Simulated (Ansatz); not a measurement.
# Decaying states in the gap of Tl3Br2Cl

Wanted: the relaxed cell of Tl3Br2Cl, its band edges and its decay constants. It is built by putting Tl for Rb in the Rb3Br2Cl structure of space group I4/mmm, with the volume rescaled by atomic radii. The parent structure comes from the Materials Project.

Calculated with Ansatz 0.2.0; LDA DFT, plane waves, PAW files, in the first sound run; inputs show where later runs differ.

The structure was built from a prototype and need not be the compound's stable phase.

## Step 1: The structure

Symmetry: I4/mmm, No. 139, tetragonal system. Conventional cell: a = 4.098 Å, b = 4.098 Å, c = 17.349 Å, α = 90.00°, β = 90.00°, γ = 90.00°. Tl has 1 Cl at 2.84 Å and 5 Br at 2.90 to 2.94 Å nearest. Nearest to Tl lie 2 Br at 2.90 Å and 4 Cl at 2.90 Å. Br has 6 Tl at 2.90 to 2.94 Å nearest. Cl has 6 Tl at 2.84 to 2.90 Å nearest. It derives from Rb3Br2Cl. Tl for Rb in the Rb3Br2Cl structure of space group I4/mmm. Farther neighbours and most contacts between anions are not listed.

## Step 2: Cell and atoms at rest

The substituted atoms don't fit the parent's cell, so cell and atoms relax together. A small smearing keeps the run stable in case the gap closes on the way.

input.yaml

```yaml
crystal:
  lattice:
    - [-2.0492209623, 2.0492209623, 8.6742853964]
    - [2.0492209623, -2.0492209623, 8.6742853964]
    - [2.0492209623, 2.0492209623, -8.6742853964]
  atoms:
    - { symbol: Tl, position: [0.66363652, 0.66363652, 0.0] }
    - { symbol: Tl, position: [0.0, 0.0, 0.0] }
    - { symbol: Tl, position: [0.33636348, 0.33636348, 0.0] }
    - { symbol: Br, position: [0.8330996, 0.8330996, 0.0] }
    - { symbol: Br, position: [0.1669004, 0.1669004, 0.0] }
    - { symbol: Cl, position: [0.5, 0.5, 0.0] }
kpoints:
  mp_grid: { grid: [8, 8, 8] }
scf:
  occupations: { method: gaussian, width: 0.03 }
hamiltonian:
  xc: lda
output:
  forces: true
  stress: true
relax:
  f_tol: 0.02
  max_steps: 60
  cell: {}
```

The run is started by

```
$ ansatz run input.yaml --threads 2 --pin off --max-ram 4096MiB --backend cpu --events-out ev --progress --plain --runs-dir out
```

Numbers of over 12 decimals in the logs are rounded to 6 here.

Output:

```text
basis.fft_grid_basis auto: the FFT boxes are laid along the combinations [[1, 0, 1], [0, 1, 1], [0, 0, 1]] of the cell's own vectors, 4.098, 4.098 and 9.146 Å long. The dense box has 30×30×64 points. Along the cell's own vectors, as sized, it would have 64×64×64, 4.55 times as many. Of the 16 symmetry operations that the crystal satisfies within crystal.symmetry.tolerance (time reversal apart; of a slab, those that k [...]
Engine: ansatz 0.2.0, x86_64-unknown-linux-gnu
Pseudopotentials: kind: paw
Pseudopotential: Tl, paw, valence charge 13, recommended cutoff 420 eV (normal), Tl.paw.azcp
Pseudopotential: Br, paw, valence charge 7, recommended cutoff 420 eV (normal), Br.paw.azcp
Pseudopotential: Cl, paw, valence charge 7, recommended cutoff 420 eV (normal), Cl.paw.azcp
Functional definition: SPW92
  exchange = slater_x
  correlation = pw_c
Crystal: 6 atoms, lattice volume = 145.704 Å³
Basis set: ecut = 420 eV, 2841 PW (Γ), FFT grids on a1+a3, a2+a3, a3
Bands: 36, of which v1, the nominal top of the filled ones, is band 30 counted from 1 (29 counted from 0)
Symmetry: 16 space group operations
Space group: I4/mmm (ITA 139), of the structure as read, at distance tolerance 5.3e-5 Å
k-points: 59 of 512
Non-local potential: Tl, projectors of the file, l = 0: 2, l = 1: 2, l = 2: 2, l = 3: 1
Non-local potential: Br, projectors of the file, l = 0: 2, l = 1: 2, l = 2: 2
Non-local potential: Cl, projectors of the file, l = 0: 2, l = 1: 2, l = 2: 2
PAW form: soft (Blöchl's): semilocal exchange-correlation on the pseudo side does not see the compensation charge
PAW frozen core: Tl, regenerated for the run's functional, and the local potential with it (the file was generated under x = pbe(κ = 0.804, μ = 0.219515), c = pbe(β = 0.066725))
PAW frozen core: Br, regenerated for the run's functional, and the local potential with it (the file was generated under x = pbe(κ = 0.804, μ = 0.219515), c = pbe(β = 0.066725))
PAW frozen core: Cl, regenerated for the run's functional, and the local potential with it (the file was generated under x = pbe(κ = 0.804, μ = 0.219515), c = pbe(β = 0.066725))
PAW one-centre angular grid: Tl, 590 points (default); XC on 64 Gauss nodes
PAW one-centre angular grid: Br, 110 points (default); XC on 64 Gauss nodes
PAW one-centre angular grid: Cl, 110 points (default); XC on 64 Gauss nodes
Initial density: superposition of atomic densities (neutral atoms: chi_scale 0, normalization atom), corrected by the library's trained network
Initial wavefunctions: pseudopotential atomic-orbital guess
Functional: x = slater, c = lda
SCF iter   1: F=—  HF=-39874.540521 eV  |F-HF|=—  |Δ(HF+E_count)|=         —  Δρ=6.29e-3  dr2=7.27e-2  ethr=1.77e-3  ⟨swp⟩=7.6  Hψ=9662  notcnv=0
preconditioner: auto → Resta (q_TF=auto, 2.353 Å⁻¹)  ε∞=4.8  [insulator: Δε(μ)=0.077 eV  Ē_g=12.276 eV  σ=0.030 eV  W_gap=0.93  n_scr=34 (ndim 8)  ℏωp=23.8 eV  f_vac=0.007  D(μ)=0.11/eV (n_scr^D=0)  ε∞_Penn≈4.8]
SCF iter   2: F=—  HF=-39874.518967 eV  |F-HF|=—  |Δ(HF+E_count)|=   2.16e-2  Δρ=2.84e-3  dr2=1.31e-2  ethr=1.21e-4  ⟨swp⟩=2.1  Hψ=4459  notcnv=0  defer=85
SCF iter   3: F=—  HF=-39874.514990 eV  |F-HF|=—  |Δ(HF+E_count)|=   3.98e-3  Δρ=7.03e-4  dr2=6.02e-4  ethr=2.18e-5  ⟨swp⟩=2.5  Hψ=3853  notcnv=0  defer=86
SCF iter   4: F=—  HF=-39874.514917 eV  |F-HF|=—  |Δ(HF+E_count)|=   7.32e-5  Δρ=1.27e-4  dr2=2.86e-5  ethr=1.00e-6  ⟨swp⟩=2.4  Hψ=3685  notcnv=0  defer=86
SCF iter   5: F=—  HF=-39874.514912 eV  |F-HF|=—  |Δ(HF+E_count)|=   4.46e-6  Δρ=4.05e-5  dr2=2.32e-6  ethr=4.77e-8  ⟨swp⟩=2.4  Hψ=3603  notcnv=0  defer=86
SCF iter   6: F=—  HF=-39874.514914 eV  |F-HF|=—  |Δ(HF+E_count)|=   1.22e-6  Δρ=8.30e-6  dr2=1.46e-7  ethr=3.87e-9  ⟨swp⟩=2.3  Hψ=3199  notcnv=0  defer=86
SCF iter   7: F=-39874.514914 eV  HF=-39874.514914 eV  |F-HF|=7.79e-10  |Δ(HF+E_count)|=   1.80e-8  Δρ=1.97e-6  dr2=5.81e-9  ethr=1.67e-10  ⟨swp⟩=4.8  Hψ=7856  notcnv=0
SCF 1 converged in 7 iterations: F = -39874.514914 eV  dr2 = 5.81e-9
  greatest PAW one-centre occupation: 0.968 electrons in one spin orbital (limit 2), on the Tl atom at site 1 (counted from 0), in its partial waves of l = 2
relax step   1: F+E_penalty+E_count = -39874.51491355 eV  Δ(F+E_penalty+E_count) = +0.000e0 eV  max|allowed force component| = 2.483e-1 eV/Å  Δτ_max = 0.0000 Å  P = +14.631 GPa  Ω = 145.704 Å³  (7 SCF iters, dr2 threshold 1.00e-7 eV, accepted)
Crystal: 6 atoms, lattice volume = 167.912 Å³
Basis set: ecut = 420 eV, 3223 PW (Γ), FFT grids on a1+a3, a2+a3, a3
Initial density: handed on by an earlier stage of this run
Initial wavefunctions: those handed on with the density
iter 1 solved again at ethr=1.44e-4 eV; its pass at ethr=3.10e-3 eV (dr2=8.64e-2 eV) is discarded
SCF iter   1: F=—  HF=-39875.842316 eV  |F-HF|=—  |Δ(HF+E_count)|=         —  Δρ=4.66e-3  dr2=8.70e-2  ethr=1.44e-4  ⟨swp⟩=2.0  Hψ=12428  notcnv=0
preconditioner: auto → Resta (q_TF=auto, 2.298 Å⁻¹)  ε∞=4.5  [insulator: Δε(μ)=0.833 eV  Ē_g=11.873 eV  σ=0.030 eV  W_gap=1.00  n_scr=42 (ndim 8)  ℏωp=22.2 eV  f_vac=0.028  D(μ)=0.00/eV (n_scr^D=0)  ε∞_Penn≈4.5]
SCF iter   2: F=—  HF=-39875.819577 eV  |F-HF|=—  |Δ(HF+E_count)|=   2.27e-2  Δρ=2.65e-3  dr2=2.02e-2  ethr=1.44e-4  ⟨swp⟩=2.3  Hψ=2992  notcnv=0
SCF iter   3: F=—  HF=-39875.813467 eV  |F-HF|=—  |Δ(HF+E_count)|=   6.11e-3  Δρ=7.43e-4  dr2=1.35e-3  ethr=3.37e-5  ⟨swp⟩=2.1  Hψ=3264  notcnv=0  defer=2
SCF iter   4: F=—  HF=-39875.813277 eV  |F-HF|=—  |Δ(HF+E_count)|=   1.90e-4  Δρ=1.48e-4  dr2=4.40e-5  ethr=2.26e-6  ⟨swp⟩=2.3  Hψ=3549  notcnv=0  defer=2
SCF iter   5: F=—  HF=-39875.813280 eV  |F-HF|=—  |Δ(HF+E_count)|=   3.13e-6  Δρ=4.40e-5  dr2=4.97e-6  ethr=7.33e-8  ⟨swp⟩=2.4  Hψ=3823  notcnv=0  defer=2
SCF iter   6: F=-39875.813281 eV  HF=-39875.813281 eV  |F-HF|=3.88e-8  |Δ(HF+E_count)|=   1.66e-6  Δρ=9.57e-6  dr2=2.18e-7  ethr=1.00e-9  ⟨swp⟩=5.0  Hψ=8285  notcnv=0
SCF 2 converged in 6 iterations: F = -39875.813281 eV  dr2 = 2.18e-7
  greatest PAW one-centre occupation: 0.967 electrons in one spin orbital (limit 2), on the Tl atom at site 1 (counted from 0), in its partial waves of l = 2
relax step   2: F+E_penalty+E_count = -39875.81328125 eV  Δ(F+E_penalty+E_count) = -1.298e0 eV  max|allowed force component| = 7.143e-2 eV/Å  Δτ_max = 0.0226 Å  P = +5.082 GPa  Ω = 167.912 Å³  energy of the carried Pulay correction = -4.836e-3 eV  (6 SCF iters, dr2 threshold 6.00e-7 eV, accepted)
Crystal: 6 atoms, lattice volume = 182.705 Å³
Basis set: ecut = 420 eV, 3671 PW (Γ), FFT grids on a1+a3, a2+a3, a3
iter 1 solved again at ethr=5.85e-5 eV; its pass at ethr=3.10e-3 eV (dr2=3.51e-2 eV) is discarded
SCF iter   1: F=—  HF=-39876.116179 eV  |F-HF|=—  |Δ(HF+E_count)|=         —  Δρ=2.78e-3  dr2=3.63e-2  ethr=5.85e-5  ⟨swp⟩=2.1  Hψ=12175  notcnv=0
preconditioner: auto → Resta (q_TF=auto, 2.266 Å⁻¹)  ε∞=4.3  [insulator: Δε(μ)=1.272 eV  Ē_g=11.666 eV  σ=0.030 eV  W_gap=1.00  n_scr=42 (ndim 8)  ℏωp=21.3 eV  f_vac=0.034  D(μ)=0.00/eV (n_scr^D=0)  ε∞_Penn≈4.3]
SCF iter   2: F=—  HF=-39876.105773 eV  |F-HF|=—  |Δ(HF+E_count)|=   1.04e-2  Δρ=1.52e-3  dr2=8.15e-3  ethr=5.85e-5  ⟨swp⟩=2.2  Hψ=2993  notcnv=0
SCF iter   3: F=—  HF=-39876.103116 eV  |F-HF|=—  |Δ(HF+E_count)|=   2.66e-3  Δρ=4.78e-4  dr2=6.08e-4  ethr=1.36e-5  ⟨swp⟩=2.2  Hψ=3019  notcnv=0
SCF iter   4: F=—  HF=-39876.103056 eV  |F-HF|=—  |Δ(HF+E_count)|=   6.03e-5  Δρ=1.06e-4  dr2=2.34e-5  ethr=1.01e-6  ⟨swp⟩=2.4  Hψ=3602  notcnv=0
SCF iter   5: F=—  HF=-39876.103052 eV  |F-HF|=—  |Δ(HF+E_count)|=   4.34e-6  Δρ=2.99e-5  dr2=2.53e-6  ethr=3.90e-8  ⟨swp⟩=2.0  Hψ=3880  notcnv=0
SCF iter   6: F=-39876.103053 eV  HF=-39876.103053 eV  |F-HF|=5.22e-8  |Δ(HF+E_count)|=   1.06e-6  Δρ=8.00e-6  dr2=2.13e-7  ethr=1.00e-9  ⟨swp⟩=4.7  Hψ=7576  notcnv=0
SCF 3 converged in 6 iterations: F = -39876.103053 eV  dr2 = 2.13e-7
relax step   3: F+E_penalty+E_count = -39876.10305263 eV  Δ(F+E_penalty+E_count) = -2.898e-1 eV  max|allowed force component| = 6.607e-3 eV/Å  Δτ_max = 0.0095 Å  P = +1.493 GPa  Ω = 182.705 Å³  energy of the carried Pulay correction = -7.698e-3 eV  (6 SCF iters, dr2 threshold 6.00e-7 eV, accepted)
[...]
relax step   4: F+E_penalty+E_count = -39876.13918824 eV  Δ(F+E_penalty+E_count) = -3.614e-2 eV  max|allowed force component| = 7.090e-3 eV/Å  Δτ_max = 0.0012 Å  P = +0.267 GPa  Ω = 189.666 Å³  energy of the carried Pulay correction = -8.958e-3 eV  (6 SCF iters, dr2 threshold 6.00e-7 eV, accepted)
[...]
relax step   5: F+E_penalty+E_count = -39876.14036280 eV  Δ(F+E_penalty+E_count) = -1.175e-3 eV  max|allowed force component| = 4.368e-3 eV/Å  Δτ_max = 0.0030 Å  P = +0.017 GPa  Ω = 191.268 Å³  energy of the carried Pulay correction = -9.241e-3 eV  (5 SCF iters, dr2 threshold 1.85e-7 eV, accepted)
[...]
relax step   6: F+E_penalty+E_count = -39876.15250222 eV  Δ(F+E_penalty+E_count) = -1.214e-2 eV  max|allowed force component| = 4.426e-3 eV/Å  Δτ_max = 0.0000 Å  P = +0.103 GPa  Ω = 191.268 Å³  stress off target by 1.04e-1 GPa  SCF on the basis re-selected at this cell (its energy is not comparable with the rows above)  (6 SCF iters)
[...]
relax step   7: F+E_penalty+E_count = -39876.15265022 eV  Δ(F+E_penalty+E_count) = -1.480e-4 eV  max|allowed force component| = 4.426e-4 eV/Å  Δτ_max = 0.0026 Å  P = +0.010 GPa  Ω = 191.935 Å³  energy of the carried Pulay correction = -1.026e-4 eV  (5 SCF iters, dr2 threshold 2.72e-8 eV, accepted)
iter 1 solved again at ethr=9.10e-8 eV; its pass at ethr=3.10e-3 eV (dr2=5.46e-5 eV) is discarded
SCF iter   1: F=—  HF=-39876.152738 eV  |F-HF|=—  |Δ(HF+E_count)|=         —  Δρ=5.55e-6  dr2=1.84e-8  ethr=9.10e-8  ⟨swp⟩=4.5  Hψ=16541  notcnv=0
preconditioner: auto → Resta (q_TF=auto, 2.248 Å⁻¹)  ε∞=4.2  [insulator: Δε(μ)=1.488 eV  Ē_g=11.577 eV  σ=0.030 eV  W_gap=1.00  n_scr=42 (ndim 8)  ℏωp=20.8 eV  f_vac=0.035  D(μ)=0.00/eV (n_scr^D=0)  ε∞_Penn≈4.2]
SCF iter   2: F=—  HF=-39876.152751 eV  |F-HF|=—  |Δ(HF+E_count)|=   1.31e-5  Δρ=2.81e-6  dr2=4.85e-9  ethr=3.06e-11  ⟨swp⟩=3.2  Hψ=5478  notcnv=0
SCF iter   3: F=—  HF=-39876.152751 eV  |F-HF|=—  |Δ(HF+E_count)|=   7.20e-9  Δρ=5.70e-7  dr2=8.63e-10  ethr=8.09e-12  ⟨swp⟩=1.1  Hψ=2127  notcnv=0
SCF iter   4: F=-39876.152751 eV  HF=-39876.152751 eV  |F-HF|=0.00e0  |Δ(HF+E_count)|=  1.82e-10  Δρ=1.84e-7  dr2=4.72e-11  ethr=1.00e-12  ⟨swp⟩=4.0  Hψ=9583  notcnv=0
SCF 8 converged in 4 iterations: F = -39876.152751 eV  dr2 = 4.72e-11
relax step   8: F+E_penalty+E_count = -39876.15275142 eV  Δ(F+E_penalty+E_count) = -1.012e-4 eV  max|allowed force component| = 4.139e-4 eV/Å  Δτ_max = 0.0000 Å  P = +0.010 GPa  Ω = 191.935 Å³  stress off target by 1.01e-2 GPa  SCF on the basis re-selected at this cell (its energy is not comparable with the rows above)  (4 SCF iters)
basis re-selected at this cell: Δ(F+E_penalty+E_count) = -1.012e-4 eV, ΔP = -0.000 GPa vs the last step (what re-selecting the basis moved, of the pressure what is left beyond the Pulay correction that the steps carried, after the strain that the cell walked since its last selection, with what the two solves' SCF thresholds leave and, on support functions, any second-order correction that the steps lacked; it is no measure of the basis error at this ecutwfc). The dense FFT grid was sized anew with the basis: this SCF ran on 32×32×72 points, the steps before it on 30×30×72, so part of this shift can come from that change (see relax.cell in the input reference). [rest of the remark cut]
SCF converged after 4 iterations
Free energy (F): -39876.152751 eV
Harris-Foulkes:  -39876.152751 eV  (|F-HF|=0.00e0)
Internal energy: -39876.152751 eV  (E = F + TS)
E sigma→0 (E₀):  -39876.152751 eV
Fermi energy:    5.720633 eV
--- Per-component energies (eV) ---
  E_band       = -167.553036
  E_kinetic    = 1423.530207
  E_local      = -3878.621140  (includes V_loc(G=0)·N_el)
  E_nonlocal   = 1140.286217
  E_hartree    = 1372.212336
  E_xc         = -1315.886122
  E_vxc        = -760.595402  (∫ρ·V_xc dr)
  E_paw        = -34544.299052  (= ΣΔE_a)
  E_vpaw       = -836.577879  (= ΣTr[D̂ρ^β])
  E_aug_tail   = 0.000195  (compensation charges beyond the density's cutoff)
  E_ewald      = -4073.554225
  E_core_change = 0.178832  (= ΣΔE_core)
  E_smearing   = -0.000000  (= −TS)
  E_closure    = 0.000000  (closes the sum)
  Σ components = -39876.152751   (vs F -39876.152751, Δ=0.00e0)
--- Forces (eV/Å), atoms counted from 1 ---
  atom   1  Tl    -0.00000000     0.00000000    -0.00041392
  atom   2  Tl     0.00000000    -0.00000000    -0.00000000
  atom   3  Tl     0.00000000     0.00000000     0.00041392
  atom   4  Br     0.00000000     0.00000000     0.00038682
  atom   5  Br    -0.00000000     0.00000000    -0.00038682
  atom   6  Cl     0.00000000     0.00000000     0.00000000
  max |Σ_I F_I| component: 1.52e-18 eV/Å
--- Stress (GPa, compression-positive) ---
        0.009986       0.000000       0.000000
        0.000000       0.009986      -0.000000
        0.000000      -0.000000       0.010072
  P = ⅓ Tr σ = 0.0100 GPa (0.100 kbar)
--- Relaxed structure (6 steps of the walk, 6 accepted, 2 SCFs on fresh bases) ---
  F+E_penalty+E_count = -39876.15275142 eV   max|allowed force component| = 4.139e-4 eV/Å   (the final SCF, on the basis selected at the relaxed cell)
  cell:  # Å, volume = 191.9350 Å³
    - [-2.245967, 2.245967, 9.512341]
    - [2.245967, -2.245967, 9.512341]
    - [2.245967, 2.245967, -9.512341]
  atoms:
    - { symbol: Tl, position: [0.662600, 0.662600, 0] }
    - { symbol: Tl, position: [0, 0, 0] }
    - { symbol: Tl, position: [0.337400, 0.337400, 0] }
    - { symbol: Br, position: [0.831646, 0.831646, 0] }
    - { symbol: Br, position: [0.168354, 0.168354, 0] }
    - { symbol: Cl, position: [0.5, 0.5, 0] }
```

Run time: 23 s. Hardware: 2 threads of AMD EPYC 9R45, shared host; peak memory 0.68 GiB.

Step by step:

| step | energy less that of the first step (eV) | largest force component (eV/Å) | pressure (GPa) | volume (Å³) |
| --- | --- | --- | --- | --- |
| 1 | 0.0000 | 0.2483 | 14.63 | 145.70 |
| 2 | -1.2984 | 0.0714 | 5.08 | 167.91 |
| 3 | -1.5881 | 0.0066 | 1.49 | 182.70 |
| 4 | -1.6243 | 0.0071 | 0.27 | 189.67 |
| 5 | -1.6254 | 0.0044 | 0.02 | 191.27 |
| 6* | -1.6376 | 0.0044 | 0.10 | 191.27 |
| 7 | -1.6377 | 0.0004 | 0.01 | 191.93 |
| 8* | -1.6378 | 0.0004 | 0.01 | 191.93 |

Relaxation steps marked * repeat the geometry before them on a plane-wave basis chosen anew for their cell, so energy and pressure can jump there.

Forces are held to the 16 operations that the run works with; a distortion that breaks them can't arise in this run.

| conventional cell, symmetrised | before | after | change |
| --- | --- | --- | --- |
| a (Å) | 4.098 | 4.492 | +9.6 % |
| b (Å) | 4.098 | 4.492 | +9.6 % |
| c (Å) | 17.349 | 19.025 | +9.7 % |
| volume (Å³/atom) | 24.28 | 31.99 | +31.7 % |

The atoms that moved most (Å, as changes of fractional coordinates times the final cell):

| atom | dx | dy | dz | length |
| --- | --- | --- | --- | --- |
| Br5 | 0.000 | 0.000 | 0.028 | 0.028 |
| Br4 | 0.000 | 0.000 | -0.028 | 0.028 |
| Tl3 | 0.000 | 0.000 | 0.020 | 0.020 |
| Tl1 | 0.000 | 0.000 | -0.020 | 0.020 |

The relaxed structure:

```xyz
6
Lattice="-2.2460 2.2460 9.5123 2.2460 -2.2460 9.5123 2.2460 2.2460 -9.5123" Properties=species:S:1:pos:R:3 pbc="T T T"
Tl    0.0000    0.0000   12.6057
Tl    0.0000    0.0000    0.0000
Tl    0.0000    0.0000    6.4189
Br    0.0000    0.0000   15.8218
Br    0.0000    0.0000    3.2029
Cl    0.0000    0.0000    9.5123
```

Numbers from this step:

- free energy: -39876.1528 eV
- Fermi energy: 5.721 eV
- pressure: 0.01001 GPa

The largest force component on a free atom ends at 4.1e-4 eV/Å.

(Continued in part 2 of 3.)

[Logs are printed without paths, hosts, clocks, repeated set-up lines and the standing remarks that a program may print on its own settings, such as how far it seeks lower states.]

[Hosts, paths, dates, database ids (printed as entryN), source tags and the programs' standing remarks are cut or masked in the printed files.]
